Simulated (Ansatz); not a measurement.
Consider SnSe2 (1T monolayer).

The cell holds 3 atoms: 1 Sn and 2 Se. Cell: a = 3.869 Å, b = 3.869 Å, c = 29.600 Å, α = 90.0°, β = 90.0°, γ = 120.0°. Vacuum lies along c.

```xyz
3
Lattice="3.8693 0.0000 0.0000 -1.9347 3.3509 0.0000 0.0000 0.0000 29.6000" Properties=species:S:1:pos:R:3
Sn    0.0000    0.0000   14.8000
Se    0.0000    2.2340   16.3941
Se    1.9347    1.1170   13.2059
```

The structure was relaxed with PBE. The runs that relaxed it are not among those shown.

Gaps computed with Ansatz 0.2.0 without a self-energy: PBE 0.79 eV, r2SCAN 1.07 eV and PBE0 2.13 eV.

Estimate the G0W0@PBE gap with 6×6×1 mesh, 744 empty bands, screening to 90 eV, PAW set soft_1 files.

About 1.73 eV: on its mesh the run moves the gap from 0.80 eV by +0.94 eV. Among the scalar-relativistic levels given, PBE0 is nearest (+0.40 eV). Bands and cutoff are finite, so the gap is not at the basis limit. The miss can reach some tenths of an eV and take either sign; the mesh is an error of its own. The mesh in the plane is coarse for a sheet; gap and any exciton binding can still move on denser ones. The many-body steps are scalar-relativistic: spin-orbit coupling is not in them.

[Paths, hosts, dates, memory and timing lines, banners, echoed tables and standing remarks are left out of the program output.]

[Logs are printed without paths, hosts, clocks, repeated set-up lines and the standing remarks that a program may print on its own settings, such as how far it seeks lower states.]

[Runs of the session that timed out or met a known fault of the program may be left out.]

[Cells called generated may have been cut or substituted from an entry of the Crystallography Open Database or the Materials Project.]

[Hosts, paths, dates, database ids (printed as entryN), source tags and the programs' standing remarks are cut or masked in the printed files.]
